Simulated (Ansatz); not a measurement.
In doubt: masses and optical values from hybrid runs of this build are listed as unsure (in some of the runs), which bears on the screening that GW takes from such a start.

Two G0W0 runs on NaI (Fm-3m).

Symmetry: Fm-3m, No. 225, cubic system. The conventional cell has a = 6.473 Å, b = 6.473 Å, c = 6.473 Å, α = 90.00°, β = 90.00°, γ = 90.00°. Na has 6 I at 3.24 Å nearest. I has 6 Na at 3.24 Å nearest. Farther neighbours and most contacts between anions are not listed.

```xyz
2
Lattice="0.0000 3.2364 3.2364 3.2364 0.0000 3.2364 3.2364 3.2364 0.0000" Properties=species:S:1:pos:R:3 pbc="T T T"
Na    0.0000    0.0000    0.0000
I     3.2364    3.2364    3.2364
```

The cell and positions come from the Crystallography Open Database and are kept as given unless a step says otherwise. Spin-orbit coupling is left out unless a run names it. PAW set soft_2, made with PBE.

The first (Ansatz 0.2.0; start HSE06, 4×4×4 mesh, 202 empty bands, screening to 120 eV; 1 × NVIDIA H100 80GB HBM3 (shared by 6 runs) with 3 threads of AMD EPYC 7R13 (Zen 3), shared host) gave, on its mesh: starting gap 4.68 eV, G0W0 gap 6.11 eV, RPA ε∞ (mean) 2.80, 25 s.

The second gave: starting gap 3.64 eV, G0W0 gap 5.63 eV, RPA ε∞ (mean) 3.21, 9.9 s.

What was changed in the input? Choose among start, files, mesh, bands and cutoff, frequency model or another key.

Changed: start from HSE06 to PBE and frequency model from contour deformation to plasmon pole. A jump of this size in the start, with ε∞ moving the other way, marks another functional. Other changes could give like numbers; this is the one that was made.

Limits: not at the basis limit; no spin-orbit coupling.

[Paths, hosts, dates, memory and timing lines, banners, echoed tables and standing remarks are left out of the program output.]

[Logs are printed without paths, hosts, clocks, repeated set-up lines and the standing remarks that a program may print on its own settings, such as how far it seeks lower states.]

[Runs of the session that timed out or met a known fault of the program may be left out.]

[Cells called generated may have been cut or substituted from an entry of the Crystallography Open Database or the Materials Project.]

[Hosts, paths, dates, database ids (printed as entryN), source tags and the programs' standing remarks are cut or masked in the printed files.]
